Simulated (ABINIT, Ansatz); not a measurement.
## SiC (F-43m): changed settings of a GW run in ABINIT

Aim: change inputs of a GW run on SiC (F-43m) and see what moves.

Calculated with ABINIT 10.8.3; PBE and many-body steps on it, plane waves.

Report form: the programs' logs are mostly left out.

## Step 1: The starting structure

The structure is cubic, space group F-43m (No. 216). Conventional cell: a = 4.358 Å, b = 4.358 Å, c = 4.358 Å, α = 90.00°, β = 90.00°, γ = 90.00°. Nearest to Si lie 4 C at 1.89 Å. Nearest to C lie 4 Si at 1.89 Å. Farther neighbours are not listed.

The cell and positions come from the Crystallography Open Database and are kept as given unless a step says otherwise.

## Step 2: Screening, 8×8×8 mesh, 157 bands, screening to 283 eV

This step: ABINIT 10.8.3; RPA screening on PBE, plane waves, norm-conserving pseudopotentials.

The RPA dielectric matrix is built and inverted for each q.

Input file run.abi:

```
acell 3*1.0 Angstrom
rprim 
  -0.000000000000 2.179000000000 2.179000000000
  2.179000000000 0.000000000000 2.179000000000
  2.179000000000 2.179000000000 -0.000000000000
ntypat 2
znucl 14 6
natom 2
typat 1 2
xred 
  0.000000000000 0.000000000000 0.000000000000
  0.250000000000 0.250000000000 0.250000000000
pp_dirpath "pseudos"
pseudos "Si.upf, C.upf"
ecut 37
ngkpt 8 8 8
nshiftk 1
shiftk 0 0 0
kptopt 1
chksymbreak 0
istwfk *1
occopt 1
irdwfk 1
optdriver 3
nband 157
ecuteps 10.4
inclvkb 2
awtr 1
symchi 1
indata_prefix "in"
outdata_prefix "out"
tmpdata_prefix "tmp"
```

Started as:

```sh
> OMP_NUM_THREADS=1 mpirun -n 8 abinit run.abi > log
```

It took 2.9 min on 8 MPI ranks of Intel Xeon at 2.80GHz (Skylake/Cascade Lake), shared host; peak memory 2.6 GiB.

This step gave:

```
ε∞ with local fields, on this mesh, along the program's q direction : 6.671
the same without local fields                                       : 7.311
plasma frequency                                                    : 23.09 eV
plane waves in the screening matrix                                 : 229
```

Local fields lower ε∞ by 9 %.

## Step 3: Base

The self-energy is evaluated for the states that the input lists, and the levels follow from it, in one-shot runs by the linearised quasiparticle equation.

This step: G0W0 on PBE, plane waves, norm-conserving pseudopotentials.

Changes to run.abi since step 2:

```diff
@@ -23,8 +23,17 @@
 irdwfk 1
-optdriver 3
+optdriver 4
 nband 157
+gwcalctyp 0
+ecutsigx 37
+symsigma 1
+nkptgw 2
+kptgw 
+  0.0000000000 0.0000000000 0.0000000000
+  0.5000000000 0.5000000000 0.0000000000
+bdgw 
+  2 8
+  3 6
 ecuteps 10.4
-inclvkb 2
-awtr 1
-symchi 1
+irdscr 1
+ppmodel 1
 indata_prefix "in"
```

Wall time 25 s (8 MPI ranks); peak memory 2.7 GiB; 3.3 min of CPU time.

This step gave:

* G0W0 gap on the points computed: 2.132 eV
* starting gap on the mesh: 1.361 eV
* k of the valence top: 0, 0, 0
* k of the conduction bottom: 0.5, 0.5, 0
* Z at the valence top: 0.792
* Z at the conduction bottom: 0.82
* least direct G0W0 gap on the computed points: 5.61 eV

The gap on the mesh goes from 1.36 eV to 2.13 eV, a correction of +0.77 eV.

## Step 4: Unknown plasmon-pole model

Changes to run.abi since step 3:

```diff
@@ -37,3 +37,3 @@
 irdscr 1
-ppmodel 1
+ppmodel 7
 indata_prefix "in"
```

Run time: 2.8 s. Hardware: 8 MPI ranks; peak memory 0.16 GiB; 19 s of CPU time.

The run stopped with an error after 2.8 s.

The program's words: Wrong ppm%model: 7

The fault put into this input: unknown plasmon-pole model.

## Step 5: The runs together

Times are wall times on 8 MPI ranks of Intel Xeon at 2.80GHz (Skylake/Cascade Lake), shared host, good to a factor of about two. A run's time includes the screening step that it read.

```
 run   mesh  bands  screening cutoff (eV)  DFT gap (eV)  gap on the mesh (eV)  direct (eV)  ε∞ used     time
base  8×8×8    157                    283         1.361                 2.132        5.610     6.67  3.3 min
```

## Step 6: Results

* base: 2.132 eV
* known limits: not at the basis limit

**Reading.** Bands and cutoff are finite, so the gap is not at the basis limit. The miss can reach some tenths of an eV and take either sign; the mesh is an error of its own. In the G0W0 run levels were corrected at 2 k points alone, so a gap called «on the mesh» is the least over those, and an edge elsewhere would be missed.

[Paths, hosts, dates, memory and timing lines, banners, echoed tables and standing remarks are left out of the program output.]

[Logs are printed without paths, hosts, clocks, repeated set-up lines and the standing remarks that a program may print on its own settings, such as how far it seeks lower states.]

[Runs of the session that timed out or met a known fault of the program may be left out.]

[No measured gap is set beside runs whose start may be inverted or whose files or cutoffs have a known fault.]

[Hosts, paths, dates, database ids (printed as entryN), source tags and the programs' standing remarks are cut or masked in the printed files.]

[G0W0 gaps are taken among the corrected bands and points alone; a level outside them can change the order at an edge.]

[Where Ansatz stands beside ABINIT at settings called matched, ABINIT's density can come from a denser mesh and the files from another edition; pairs whose starting gaps differed by over 0.03 eV were left out, so agreement reads better than it is.]
